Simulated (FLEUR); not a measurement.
Entries from a set of simulations; values are calculated unless marked as measured.

**Mn3GaC: parallel and opposed starts**

The structure is cubic, space group Pm-3m (No. 221). The conventional cell has a = 3.896 Å, b = 3.896 Å, c = 3.896 Å, α = 90.00°, β = 90.00°, γ = 90.00°. Nearest to Mn lie 2 C at 1.95 Å and 8 Mn at 2.75 Å and 4 Ga at 2.75 Å. Nearest to Ga lie 12 Mn at 2.75 Å. Nearest to C lie 6 Mn at 1.95 Å. Farther neighbours are not listed.

| Quantity | Value |
| --- | --- |
| method | PBEsol; all-electron FLAPW, Dirac cores, scalar-relativistic bands |
| program | FLEUR MaX-R8.1 |
| settings of one run | kmax 4.4 1/bohr, gmax 13.2 1/bohr, muffin tin radii Mn: 2.29, Ga: 2.78, C: 1.3 bohr, lmax Mn: [8, 6], Ga: [10, 8], C: [6, 4], hist occupations, smearing width 0.03 eV, mixer Anderson, mixing 0.05, max iterations 90, stop 2.00e-5 me/bohr³, collinear spin, 8×8×8 k-mesh, mesh matched on, starting moments 3.5 3.5 3.5 0 0 μB |
| cost | 3 runs, 6.4 min in all on 4 MPI ranks of Intel Xeon Platinum 8375C at 2.90GHz (Ice Lake), shared host (the runs of this entry) |
| notes | The run is spin-polarised, with a total moment of 5.50 μB a cell. Only 3 starts were tried; other patterns of signs, canted and longer-period orders were not. |
| lowest state found | ferromagnetic (initial ferro +++) |
| largest site spin moment | 1.91 μB |
| next finished state | ferrimagnetic, 18.9 meV a seeded atom higher |
| energy gained by spin polarisation | 202 meV a seeded atom |

The lowest state found is ferromagnetic, reached from the start ferro +++, with moments up to 1.91 μB. The next finished state costs 19 meV a seeded atom.

[Hosts, paths, dates, database ids (printed as entryN), source tags and the programs' standing remarks are cut or masked in the printed files.]

[Where a cell is said to come from a database of computed structures, the database is the Materials Project.]
